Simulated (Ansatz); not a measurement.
# 2H-VSSe monolayer in a perpendicular field, part 2 of 2

Wanted: the out-of-plane response of the 2H-VSSe monolayer. A positive field points along +c.

Ansatz 0.2.0; plane-wave DFT, PBE-D3(BJ), Ansatz PAW (set soft_1); PAW set soft_1.

So far. Step 2 (Relaxing the slab): The lattice constant a goes from 3.250 to 3.219 Å.

## (3) Atoms held, field 0

A sawtooth potential applies the field, turning back in the middle of the vacuum. With the dipole correction the typed value is the field outside the slab. The induced dipole is small, so the SCF threshold is tight.

The cell differs from the one that the last finished run ended in (c 37.766 → 21.086 Å).

The input, input.yaml:

```yaml
crystal:
  lattice:
    - [3.2187093057, 0.0, 0.0]
    - [-1.6093546528, 2.7874840261, 0.0]
    - [0.0, 0.0, 21.0861347314]
  atoms:
    - { symbol: Se, position: [0.3333333333, 0.6666666667, 0.4268207576], spin: -0.05 }
    - { symbol: V, position: [0.0, 0.0, 0.5056810652], spin: 0.75 }
    - { symbol: S, position: [0.3333333333, 0.6666666667, 0.5731792424] }
magnetization:
  spin_polarized: true
kpoints:
  mp_grid: { grid: [18, 18, 1] }
  band_path:
    path: [[0, 0, 0], [0.5, 0, 0], [0.33333333, 0.33333333, 0], [0, 0, 0]]
    npoints: 16
hamiltonian:
  xc: pbe
  dispersion: d3bj
  pseudopotentials: { kind: paw, azcp: { folder: soft_1 } }
scf:
  occupations: { method: fermi_dirac, width: 0.02585 }
  convergence: { dr2_threshold: 1.0e-10 }
efield:
  axis: 3
  dipole_correction: true
  ramp_position: 0.97
  ramp_width: 0.06
  amplitude: 0
output:
  dos: { projected: true, e_range: [-6, 5] }
  write_potential: true
  write_density: true
  volumetric_format: npy
  elf: true
```

On the command line:

```bash
$ ansatz run input.yaml --threads 2 --pin off --max-ram 3072MiB --backend cpu --events-out ev --progress --plain --runs-dir out
```

Numbers of over 12 decimals in the logs are rounded to 6 here.

Log:

```text
[...]
Crystal: 3 atoms, lattice volume = 189.187 Å³
Basis set: ecut = 420 eV, 3755 PW (Γ)
Bands: 22, of which v1, the nominal top of the filled ones, is band 18 counted from 1 (17 counted from 0)
Symmetry: 6 space group operations
k-points: 37 of 324 (time reversal used)
[...]
Starting moments: Σ|m| = 0.8 μB on 2 of 3 sites
[...]
SCF iter   1: F=—  HF=-9287.408702 eV  |F-HF|=—  |Δ(HF+E_count)|=         —  Δρ=1.93e-2 (↑1.93e-2 ↓1.20e-2)  dr2=2.91e0  dr2_m=8.22e-2  M=0.405 μB ∫|m|=0.465 μB  β_m=0.71  ethr=3.10e-3  p=0.000 e·Å  D=3.28e-7 V/Å  ΔV_dip=-0.00 eV  dr2_dipole=2.20e-1  V_vac-E_F(+/−)=6.67/6.67 eV  ⟨swp⟩=11.0  Hψ=10555  notcnv=0
[...]
efield: sawtooth ramp at fractional position 0.9700 (set: `efield.ramp_position`, or a place that a band, a saddle search or an elastic batch's reference lends), width 0.0600; the density the first Hamiltonian is built on has a dipole p = 0.000 e·Å; the dipole correction subtracts the counter field D = 3.28e-7 V/Å, which shifts the + side's vacuum level by -0.00 eV against the − side's; the planar-averaged density in the ramp window peaks in size at 3.3e-6 e/Å³
[...]
SCF iter   2: F=—  HF=-9286.792712 eV  |F-HF|=—  |Δ(HF+E_count)|=   6.16e-1  Δρ=8.64e-3 (↑8.64e-3 ↓7.76e-3)  dr2=7.65e-1  dr2_m=3.28e-3  M=0.470 μB ∫|m|=0.511 μB  β_m=0.40  ethr=3.10e-3  p=-0.022 e·Å  D=-2.15e-2 V/Å  ΔV_dip=0.45 eV  dr2_dipole=6.33e-2  V_vac-E_F(+/−)=6.13/5.68 eV  ⟨swp⟩=2.1  Hψ=2964  notcnv=0  defer=3
density mixer auto → msr1: a metal under ldos (density of states about μ 1.08 of a free-electron gas's, 12 screened modes)
SCF iter   3: F=—  HF=-9286.801183 eV  |F-HF|=—  |Δ(HF+E_count)|=   8.47e-3  Δρ=6.01e-3 (↑4.30e-3 ↓6.01e-3)  dr2=9.01e-2  dr2_m=2.78e-2  M=0.626 μB ∫|m|=0.683 μB  β_m=0.63  ethr=2.19e-3  p=-0.026 e·Å  D=-2.46e-2 V/Å  ΔV_dip=0.52 eV  dr2_dipole=5.27e-3  V_vac-E_F(+/−)=5.78/5.26 eV  ⟨swp⟩=2.0  Hψ=2436  notcnv=0  defer=3
[...]
SCF iter  14: F=-9286.886051 eV  HF=-9286.886051 eV  |F-HF|=7.28e-12  |Δ(HF+E_count)|=  2.67e-10  Δρ=7.58e-8 (↑7.58e-8 ↓6.72e-8)  dr2=2.55e-11  dr2_m=4.99e-12  M=0.961 μB ∫|m|=1.172 μB  ethr=1.00e-12  p=-0.021 e·Å  D=-2.05e-2 V/Å  ΔV_dip=0.43 eV  dr2_dipole=2.96e-13  V_vac-E_F(+/−)=5.77/5.34 eV  ⟨swp⟩=2.7  Hψ=6249  notcnv=0
SCF 1 converged in 14 iterations: F = -9286.886051 eV  dr2 = 2.55e-11
[...]
NSCF: frozen V_eff on 49 k-points
efield: sawtooth ramp at fractional position 0.9700 (kept from the solve that this one continues, or follows in the run), width 0.0600; the density the first Hamiltonian is built on has a dipole p = -0.021 e·Å; the dipole correction subtracts the counter field D = -2.05e-2 V/Å, which shifts the + side's vacuum level by +0.43 eV against the − side's; the planar-averaged density in the ramp window peaks in size at 3.2e-6 e/Å³
SCF converged after 14 iterations
Magnetization: 0.9608 μB (17.9804 up, 17.0196 down)
Absolute magnetization: 1.1702 μB (∫|ρ↑−ρ↓|, with the PAW one-centre terms)
[...]
Per-site moments (μB) at R_I (Å): [(-0.050503, 1.028645), (0.782643, 0.965556), (0.000698606, 0.965556)]
Free energy (F): -9286.886051 eV
[...]
Internal energy: -9286.884098 eV  (E = F + TS)
E sigma→0 (E₀):  -9286.885075 eV
Entropy (-TS):   -0.001953 eV (-0.651 meV/atom)
Fermi energy:    -1.089431 eV
Dipole field:    D = -0.020515 V/Å  (p = -0.021449 e·Å, saw-weighted, corrected)
Work function:   Φ+ = 5.7743 eV   Φ− = 5.3417 eV
Levels:          The Fermi level and band energies are counted from a zero that moves with the ramp; work functions are not
[...]
--- Band table (eV; the first three rows and the last of 74) ---
  k-point 0 ↑: bands = [... 14 lower, -2.9003, -1.9390, -1.9390, -1.0684, 1.4713, 1.4713, 1.7680, 1.7680]
  k-point 1 ↑: bands = [... 14 lower, -2.9070, -1.9873, -1.9649, -1.0828, 1.3666, 1.4787, 1.5434, 1.7272]
  k-point 2 ↑: bands = [... 14 lower, -3.0011, -2.1103, -2.0513, -1.1419, 1.0427, 1.1739, 1.3846, 1.7266]
  k-point 36 ↓: bands = [... 14 lower, -4.3432, -4.2345, -2.5209, -0.3859, 0.7351, 1.4354, 1.7179, 2.6624]
```

The job ended after 35 s (2 threads of Arm Neoverse V1, shared host; peak memory 0.65 GiB; 68 s of CPU time).

In the SCF lines HF is the Harris–Foulkes energy and dr2 the Hartree energy of the density residual, in eV; the loop may stop once dr2 is under the threshold and the program's other checks hold. Hψ counts applications of the Hamiltonian.

Numbers from this step:

```
energy at zero smearing        : -9286.8851 eV
total moment                   : 0.9608 μB
site moments                   : -0.05050, 0.7826, 6.99e-4 μB
work function, upper face      : 5.774 eV
work function, lower face      : 5.342 eV
dipole along the normal        : -0.02145 e·Å
step between the vacuum levels : 0.4326 eV
```

Running mean over a fixed 2.8 Å (it still follows the layers) of the planar mean; the ramp of the sawtooth is left out. Table of electron's electrostatic potential energy less the Fermi level by z:

| z (Å) | electron's electrostatic potential energy less the Fermi level (eV) |
| --- | --- |
| 3.0 | 5.34 |
| 3.5 | 5.34 |
| 4.0 | 5.34 |
| 4.5 | 5.34 |
| 5.0 | 5.34 |
| 5.5 | 5.33 |
| 6.0 | 5.29 |
| 6.5 | 5.09 |
| 7.0 | 4.24 |
| 7.5 | 2.71 |
| 8.0 | 1.09 |
| 8.5 | -0.680 |
| 9.0 | -2.94 |
| 9.5 | -5.51 |
| 10.0 | -6.78 |
| 10.5 | -7.53 |
| 11.0 | -8.17 |
| 11.5 | -7.68 |
| 12.0 | -5.25 |
| 12.5 | -2.37 |
| 13.0 | -0.00327 |
| 13.5 | 2.49 |
| 14.0 | 4.66 |
| 14.5 | 5.55 |
| 15.0 | 5.73 |
| 15.5 | 5.76 |
| 16.0 | 5.77 |
| 16.5 | 5.77 |
| 17.0 | 5.77 |
| 17.5 | 5.77 |
| 18.0 | 5.77 |

The density of states has structure finer than the step of the table below, so its rows give means over 0.25 eV, whole bins alone (the curve runs from -6 to 1.99 eV). Peaks (eV: height): total -4.620: 5.33, -3.680: 4.63, -3.440: 4.61, -1.530: 7.47, -1.370: 8.24, 1.220: 4.93, 1.310: 10.5; up -4.620: 3.67, -3.710: 3.53, -2.140: 2.23, -1.530: 6.87, -0.510: 3.32, 1.220: 4.93, 1.310: 10.5; down -4.540: 2.59, -3.490: 3.99, -3.440: 4.21, -1.750: 1.96, -1.370: 6.37, -0.870: 2.07, 0.290: 3.19.

The density of states by energy, zero at the Fermi level; means over each step; values in states/eV a cell:

| energy (eV) | total | up | down |
| --- | --- | --- | --- |
| -5.75 | 0.299 | 0.266 | 0.0325 |
| -5.50 | 0.898 | 0.479 | 0.420 |
| -5.25 | 1.32 | 0.820 | 0.498 |
| -5.00 | 1.98 | 1.08 | 0.903 |
| -4.75 | 2.73 | 1.56 | 1.17 |
| -4.50 | 3.37 | 1.26 | 2.11 |
| -4.25 | 1.09 | 0.484 | 0.603 |
| -4.00 | 1.57 | 1.06 | 0.507 |
| -3.75 | 3.38 | 2.28 | 1.10 |
| -3.50 | 3.21 | 0.723 | 2.49 |
| -3.25 | 1.27 | 0.725 | 0.547 |
| -3.00 | 2.07 | 1.11 | 0.963 |
| -2.75 | 2.37 | 1.30 | 1.07 |
| -2.50 | 2.85 | 1.58 | 1.27 |
| -2.25 | 2.75 | 1.34 | 1.41 |
| -2.00 | 1.91 | 0.858 | 1.05 |
| -1.75 | 1.78 | 0.663 | 1.11 |
| -1.50 | 4.21 | 2.90 | 1.30 |
| -1.25 | 4.48 | 2.00 | 2.47 |
| -1.00 | 2.75 | 1.26 | 1.49 |
| -0.75 | 1.68 | 0.669 | 1.01 |
| -0.50 | 2.26 | 2.03 | 0.224 |
| -0.25 | 1.04 | 1.04 | 0 |
| 0.00 | 0.810 | 0.337 | 0.473 |
| 0.25 | 1.80 | 0 | 1.80 |
| 0.50 | 1.13 | 0 | 1.13 |
| 0.75 | 0.708 | 0.232 | 0.475 |
| 1.00 | 1.17 | 1.04 | 0.130 |
| 1.25 | 3.54 | 3.54 | 0 |
| 1.50 | 1.63 | 1.63 | 0 |
| 1.75 | 0.962 | 0.870 | 0.0918 |

Projected DOS per atom over height of the atomic layer and energy from the Fermi level. Layers: Se V S from below.

Values in states/eV, 22 rows by 3 columns, each cell a mean:
```
0.39 1.44 0.14
0.44 1.77 0.21
0.17 1.25 0.11
0.03 0.66 0.08
0.09 1.32 0.14
0.03 0.63 0.14
0.14 1.20 0.23
0.58 1.08 0.28
1.50 0.94 0.71
1.83 1.08 1.36
0.62 0.60 0.62
0.58 1.02 0.98
0.66 0.97 1.09
0.67 0.53 0.93
0.60 0.37 0.74
1.26 0.75 1.57
0.62 0.31 0.62
0.75 0.43 0.81
1.05 0.67 1.26
0.66 0.38 0.67
0.42 0.20 0.34
0.08 0.04 0.06
```
Columns: height of the atomic layer (Å) from 9 to 12.1 (not evenly spaced); rows upwards: energy from the Fermi level (eV) from -5.96 to 1.96.

Projected DOS per atom, spin up over height of the atomic layer and energy from the Fermi level. Layers: Se V S from below.

Ten even steps from '_' (0.00 states/eV) to '@' (1.77 states/eV), each cell a mean:
```
..::__
::@@..
__**__
__..__
______
__..__
__**..
__--..
----..
++----
....__
..--::
..----
....::
..__..
--::==
::..::
..__..
--::--
....::
..__..
______
```
Columns: height of the atomic layer (Å) from 9 to 12.1 (not evenly spaced); rows upwards: energy from the Fermi level (eV) from -5.96 to 1.96.

Projected DOS per atom, spin down over height of the atomic layer and energy from the Fermi level. Layers: Se V S from below.

Ten even steps from '0' (0.00 states/eV) to '9' (1.32 states/eV), each cell a mean:
```
170
000
000
030
091
030
000
320
623
635
233
233
223
213
213
426
101
324
314
212
101
000
```
Columns: height of the atomic layer (Å) from 9 to 12.1 (not evenly spaced); rows upwards: energy from the Fermi level (eV) from -5.96 to 1.96.

Deep bands are left out, so band numbers here count from the lowest band kept and differ from the log's. The electronic bands at the labelled points (eV, zero at the Fermi level; # counts the bands kept):

| point | up #5 | up #6 | up #7 | up #8 | down #4 | down #5 | down #6 | down #7 |
| --- | --- | --- | --- | --- | --- | --- | --- | --- |
| Γ | -0.85 | -0.85 | 0.02 | 2.56 | -1.74 | -0.48 | -0.48 | 0.94 |
| halfway | -1.36 | -1.22 | -0.52 | 1.37 | -1.86 | -1.29 | -0.88 | 0.34 |
| M | -1.54 | -0.84 | -0.75 | 1.07 | -2.32 | -1.40 | -0.76 | 0.03 |
| halfway | -2.44 | -1.52 | -0.33 | 0.97 | -2.78 | -2.32 | -1.38 | 0.46 |
| K | -3.19 | -1.60 | -0.13 | 0.71 | -3.25 | -3.15 | -1.43 | 0.70 |
| halfway | -1.73 | -1.12 | -0.49 | 1.25 | -2.39 | -1.50 | -0.98 | 0.32 |
| Γ | -0.85 | -0.85 | 0.02 | 2.56 | -1.74 | -0.48 | -0.48 | 0.94 |

Site moment by atom:

| atom | site moment (μB) |
| --- | --- |
| Se1 | -0.051 |
| V2 | 0.783 |
| S3 | 0.001 |

Spin density in the ca plane at fractional y = 0.667, with atoms of Se and S within 0.2 Å of it.

Values in units of 1e-2 e/Å³, 5 rows by 16 columns, each cell a mean:
```
 0.0  0.0  0.0  0.0  0.0  0.0 -0.1 -0.1  3.8  4.4  0.3  0.0  0.0  0.0  0.0  0.0
 0.0  0.0  0.0  0.0  0.0  0.0 -0.3 -0.6  2.5  2.6  0.0  0.1  0.0  0.0  0.0  0.0
 0.0  0.0  0.0  0.0  0.0  0.0 -0.4 -0.9 -0.1 -0.2 -0.1  1.3  0.1  0.0  0.0  0.0
 0.0  0.0  0.0  0.0  0.0  0.0 -0.4 -0.4 -0.6 -0.6  0.5  1.9  0.1  0.0  0.0  0.0
 0.0  0.0  0.0  0.0  0.0  0.0 -0.4 -1.0  1.5  1.4 -0.3  0.4  0.0  0.0  0.0  0.0
```
Columns run along c (16.0 Å, from fractional 0.09 to 0.85 of the cell), rows up along a (3.2 Å). Atoms in or near the plane, at fractional coordinates: Se at (0.43, 0.33), S at (0.57, 0.33).

Electrostatic potential energy in the ca plane at fractional y = 0.667, with atoms of Se and S within 0.2 Å of it. With pseudopotentials it is smooth inside the atoms' cores, unlike the true potential.

Ten even steps from '0' (-29 eV) to '9' (5 eV), each cell a mean:
```
99999999999999988876457889999999999999999999
99999999999999988876457889999999999999999999
99999999999999766777677777899999999999999999
99999999999997433368876212689999999999999999
99999999999996488447873000289999999999999999
99999999999995489537872000279999999999999999
99999999999997344358875100589999999999999999
99999999999998755677677667899999999999999999
```
Columns run along c (16.0 Å, from fractional 0.16 to 0.92 of the cell; values clipped at the 3rd and 97th percentile), rows up along a (3.2 Å). Atoms in or near the plane, at fractional coordinates: Se at (0.43, 0.33), S at (0.57, 0.33).

ELF in the ca plane at fractional y = 0.667, with atoms of Se and S within 0.2 Å of it. It is the smooth field of the valence electrons, not physical close to the nuclei.

Values, 5 rows by 16 columns, each cell a mean:
```
0.00 0.00 0.00 0.01 0.07 0.25 0.25 0.14 0.23 0.18 0.03 0.00 0.00 0.00 0.00 0.00
0.00 0.00 0.00 0.04 0.33 0.58 0.51 0.16 0.54 0.56 0.21 0.01 0.00 0.00 0.00 0.00
0.00 0.00 0.01 0.23 0.77 0.66 0.62 0.36 0.61 0.77 0.66 0.11 0.00 0.00 0.00 0.00
0.00 0.00 0.01 0.28 0.82 0.55 0.53 0.37 0.46 0.69 0.72 0.14 0.00 0.00 0.00 0.00
0.00 0.00 0.00 0.10 0.55 0.73 0.65 0.24 0.71 0.77 0.41 0.04 0.00 0.00 0.00 0.00
```
Columns run along c (16.0 Å, from fractional 0.16 to 0.92 of the cell), rows up along a (3.2 Å). Atoms in or near the plane, at fractional coordinates: Se at (0.43, 0.33), S at (0.57, 0.33).

The work function of the upper face is 5.77 eV.

## (4) Atoms held, field 0.1 V/Å

input.yaml, as its differences from that of step 3:

```diff
@@ -26,7 +26,6 @@
   dipole_correction: true
-  ramp_position: 0.97
-  ramp_width: 0.06
-  amplitude: 0
+  ramp_position: 0.9407
+  ramp_width: 0.1114
+  amplitude: 0.1
 output:
-  dos: { projected: true, e_range: [-6, 5] }
   write_potential: true
@@ -34,2 +33 @@
   volumetric_format: npy
-  elf: true
```

Log:

```text
[...]
Crystal: 3 atoms, lattice volume = 189.187 Å³
Basis set: ecut = 420 eV, 3755 PW (Γ)
Bands: 22, of which v1, the nominal top of the filled ones, is band 18 counted from 1 (17 counted from 0)
Symmetry: 6 space group operations
k-points: 37 of 324 (time reversal used)
[...]
Starting moments: Σ|m| = 0.8 μB on 2 of 3 sites
[...]
k-point 0 ↑: bands = [... 14 lower, -2.9046, -1.9368, -1.9368, -1.0580, 1.4772, 1.4772, 1.7661, 1.7661]
  k-point 1 ↑: bands = [... 14 lower, -2.9100, -1.9852, -1.9637, -1.0724, 1.3727, 1.4850, 1.5414, 1.7249]
  k-point 2 ↑: bands = [... 14 lower, -3.0020, -2.1085, -2.0527, -1.1318, 1.0403, 1.1811, 1.3891, 1.7262]
  k-point 36 ↓: bands = [... 14 lower, -4.3404, -4.2313, -2.5191, -0.3857, 0.7332, 1.4363, 1.7179, 2.6624]
[key lines of the parts left out:]
SCF converged after 14 iterations
Magnetization: 0.9570 μB (17.9785 up, 17.0215 down)
Free energy (F): -9286.885220 eV
Fermi energy:    -1.083594 eV
Dipole field:    D = 0.004620 V/Å  (p = 0.004830 e·Å, saw-weighted, corrected)
```

Elapsed: 34 s, on 2 threads; peak memory 0.65 GiB.

The dipole is 0.00483 e·Å, 0.0263 e·Å from its value without field.

## (5) Atoms held, field -0.1 V/Å

input.yaml, as its differences from that of step 4:

```diff
@@ -28,3 +28,3 @@
   ramp_width: 0.1114
-  amplitude: 0.1
+  amplitude: -0.1
 output:
```

Log:

```text
[...]
Crystal: 3 atoms, lattice volume = 189.187 Å³
Basis set: ecut = 420 eV, 3755 PW (Γ)
Bands: 22, of which v1, the nominal top of the filled ones, is band 18 counted from 1 (17 counted from 0)
Symmetry: 6 space group operations
k-points: 37 of 324 (time reversal used)
[...]
Starting moments: Σ|m| = 0.8 μB on 2 of 3 sites
[...]
k-point 0 ↑: bands = [... 14 lower, -2.8938, -1.9389, -1.9389, -1.0765, 1.4676, 1.4676, 1.7724, 1.7724]
  k-point 1 ↑: bands = [... 14 lower, -2.9017, -1.9871, -1.9637, -1.0908, 1.3628, 1.4747, 1.5478, 1.7319]
  k-point 2 ↑: bands = [... 14 lower, -2.9979, -2.1098, -2.0477, -1.1495, 1.0472, 1.1692, 1.3825, 1.7293]
  k-point 36 ↓: bands = [... 14 lower, -4.3438, -4.2353, -2.5203, -0.3839, 0.7391, 1.4368, 1.7201, 2.6646]
[key lines of the parts left out:]
SCF converged after 14 iterations
Magnetization: 0.9643 μB (17.9821 up, 17.0179 down)
Free energy (F): -9286.889510 eV
Fermi energy:    -1.092997 eV
Dipole field:    D = -0.045636 V/Å  (p = -0.047713 e·Å, saw-weighted, corrected)
```

Wall time 30 s (2 threads); peak memory 0.65 GiB; 60 s of CPU time.

The dipole is -0.0477 e·Å, -0.0263 e·Å from its value without field.

## (6) Response, atoms held

This step: plane-wave DFT, PBE-D3(BJ), Ansatz PAW (set soft_1); response to a field along the normal, atoms held; PAW set soft_1 (Ansatz 0.2.0).

The dipoles give the slope, and the difference of two potentials shows where the field is screened.

Numbers from this step:

| Quantity | Value |
| --- | --- |
| equivalent conductor thickness p/(ε₀AE) | 5.299 Å |
| distance between the outer atoms | 3.086 Å |

Table of dipole of the cell by applied field:

| applied field (V/Å) | dipole of the cell (e·Å) |
| --- | --- |
| -0.1000 | -0.0477 |
| 0.0000 | -0.0214 |
| 0.1000 | 0.00483 |

Total moment against applied field:

| applied field (V/Å) | total moment (μB) |
| --- | --- |
| -0.1000 | 0.964 |
| 0.0000 | 0.961 |
| 0.1000 | 0.957 |

Local field over the applied field, running mean. From the potentials at -0.1 and 0.1 V/Å; running mean over 2.5 Å. The local field over applied field by z:

| z (Å) | local field over applied field |
| --- | --- |
| 4.10 | 0.999 |
| 4.54 | 0.998 |
| 4.98 | 0.995 |
| 5.42 | 0.988 |
| 5.86 | 0.970 |
| 6.30 | 0.929 |
| 6.74 | 0.849 |
| 7.18 | 0.723 |
| 7.61 | 0.573 |
| 8.05 | 0.417 |
| 8.49 | 0.264 |
| 8.93 | 0.143 |
| 9.37 | 0.0777 |
| 9.81 | 0.0475 |
| 10.25 | 0.0274 |
| 10.84 | 0.0295 |
| 11.28 | 0.0491 |
| 11.71 | 0.0818 |
| 12.15 | 0.164 |
| 12.59 | 0.300 |
| 13.03 | 0.459 |
| 13.47 | 0.617 |
| 13.91 | 0.766 |
| 14.35 | 0.882 |
| 14.79 | 0.948 |
| 15.23 | 0.979 |
| 15.67 | 0.992 |
| 16.11 | 0.997 |
| 16.55 | 0.999 |
| 16.99 | 1.000 |

Electrons, planar mean, per unit field. Induced electron density against z:

z (Å), induced electron density (e/Å³ per V/Å) and a bar from the least value:
```
     4.10    0.00000 ###############
     4.39    0.00001 ###############
     4.83    0.00001 ###############
     5.13    0.00003 ###############
     5.56    0.00007 ###############
     5.86    0.00014 ################
     6.15    0.00026 ################
     6.59    0.00062 ##################
     6.88    0.00106 ###################
     7.18    0.00175 ######################
     7.61    0.00312 ############################
     7.91    0.00366 ##############################
     8.35    0.00222 ########################
     8.64    0.00093 ###################
     8.93    0.00083 ##################
     9.37    0.00087 ###################
     9.66    0.00005 ###############
     9.96   -0.00114 ##########
    10.40   -0.00025 ##############
    10.69    0.00097 ###################
    11.13    0.00071 ##################
    11.42   -0.00024 ##############
    11.71   -0.00107 ###########
    12.15   -0.00053 #############
    12.45   -0.00125 ##########
    12.74   -0.00310 ###
    13.18   -0.00372 
    13.47   -0.00280 ####
    13.91   -0.00139 #########
    14.20   -0.00080 ############
    14.50   -0.00045 #############
    14.94   -0.00018 ##############
    15.23   -0.00009 ###############
    15.52   -0.00005 ###############
    15.96   -0.00002 ###############
    16.25   -0.00001 ###############
    16.69    0.00000 ###############
    16.99    0.00000 ###############
```

By hand: between -0.1 and 0.1 V/Å the dipole changes by 0.05254 e·Å, a slope of 0.2627 e·Å²/V. A perfect conductor of thickness t has p = ε₀AEt, so t = 180.95 × 0.2627 / 8.972 = 5.30 Å (e/ε₀ = 180.95 V·Å, A in Å²).

The induced dipole is that of a conductor 5.30 Å thick.

## (7) Results

| Quantity | Value |
| --- | --- |
| gap without field | none |
| work function, upper face | 5.77 eV |
| step between the vacuum levels | 0.433 eV |
| equivalent conductor thickness, atoms held | 5.30 Å |

**Reading.** The induced dipole equals that of a perfect conductor 5.30 Å thick, while the outer atoms lie 3.09 Å apart. The two faces differ: the vacuum level above lies 0.43 eV higher than the one below. There is no gap over 0.03 eV, with or without the field. For an open d or f shell that can be the fault of a semilocal functional without a Hubbard term. The magnetic order is the one reached from the typed start; other orders were not compared. Spin-orbit coupling is left out.

[Logs are printed without paths, hosts, clocks, repeated set-up lines and the standing remarks that a program may print on its own settings, such as how far it seeks lower states.]

[Hosts, paths, dates, database ids (printed as entryN), source tags and the programs' standing remarks are cut or masked in the printed files.]

[Maps of the electrostatic potential energy from Ansatz leave out the sawtooth potential of an applied field or a dipole correction, so their vacuum need not be flat; planar profiles and work functions include it.]
